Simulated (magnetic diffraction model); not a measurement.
## Magnetic neutron pattern of MnH2S2

Space group P2_12_12_1 (no. 19), a = 5.5360 Å, b = 5.8370 Å, c = 8.7310 Å.

```csv
site,atom,x,y,z
4a,Mn,0.9654,0.2111,0.8699
4a,S,0.8436,0.9378,0.7740
4a,S,0.7979,0.6022,0.4568
4a,H,0.6599,0.9399,0.7289
4a,H,0.7403,0.5955,0.9045
```

This is a made-up structure (elements placed in a structure type, unrelaxed), so the numbers test the method and describe no known phase.

Only Mn is taken to order (form factors of Mn2+); orders and moment sizes are assumed, and not adapted to the symmetry. Radiation: neutrons of λ = 2.0775 Å, 3° to 40°; isotropic B of 0.87 Å² (Mn), 0.87 Å² (S) and 1.4 Å² (H). Simulated constant-wavelength pattern: nuclear and magnetic terms add, the magnetic one as |2.695 fm × Σ f S⊥ exp(2πi Q·r) exp(−B s²)|², summed over all Q at one angle with the factor 1/(sin²θ cos θ). For collinear order S is the moment m, which repeats by lattice and centring translations R with the sign exp(−2πi k·R). Free-ion form factors, Sears's scattering lengths of 1992, no absorption; a label names one of the reflections at its angle. The strongest nuclear line in the range is 100, and lines under 0.2 are left out.

Assume the order k = (0 1/2 1/2), collinear moments along [110], 4.08 μB on Mn; signs + at (0.9654, 0.2111, 0.8699), + at (0.5346, 0.7889, 0.3699), − at (0.4654, 0.2889, 0.1301), − at (0.0346, 0.7111, 0.6301).

Predict the pattern, nuclear and magnetic parts apart.

```tsv
2θ (°)	index	nuclear	magnetic
12.29	(0 1/2 1/2)	0.0	2304.0
23.00	(0 1/2 3/2)	0.0	812.6
24.72	(0 1 1)	9.8	0.0
24.95	(1 1/2 1/2)	0.0	663.7
25.67	(1 0 1)	18.1	0.0
27.53	(0 0 2)	62.4	0.0
31.74	(0 3/2 1/2)	0.0	203.3
31.78	(1 1/2 3/2)	0.0	635.6
33.08	(1 1 1)	61.5	0.0
34.57	(0 1 2)	100.0	0.0
35.28	(1 0 2)	27.8	0.0
36.17	(0 1/2 5/2)	0.0	273.7
37.46	(0 3/2 3/2)	0.0	164.9
38.74	(1 3/2 1/2)	0.0	304.6
```

The strongest magnetic line in the range is (0 1/2 1/2) at 12.29° (2304.0). On top of the Lorentz factor, which all lines share, magnetic lines fade with angle because f falls: for Mn2+ it is 0.90, 0.66, 0.41 and 0.12 at sin θ/λ = 0.1, 0.2, 0.3 and 0.5 Å⁻¹, while nuclear lengths stay constant. The order has no net moment.

[Logs are printed without paths, hosts, clocks, repeated set-up lines and the standing remarks that a program may print on its own settings, such as how far it seeks lower states.]
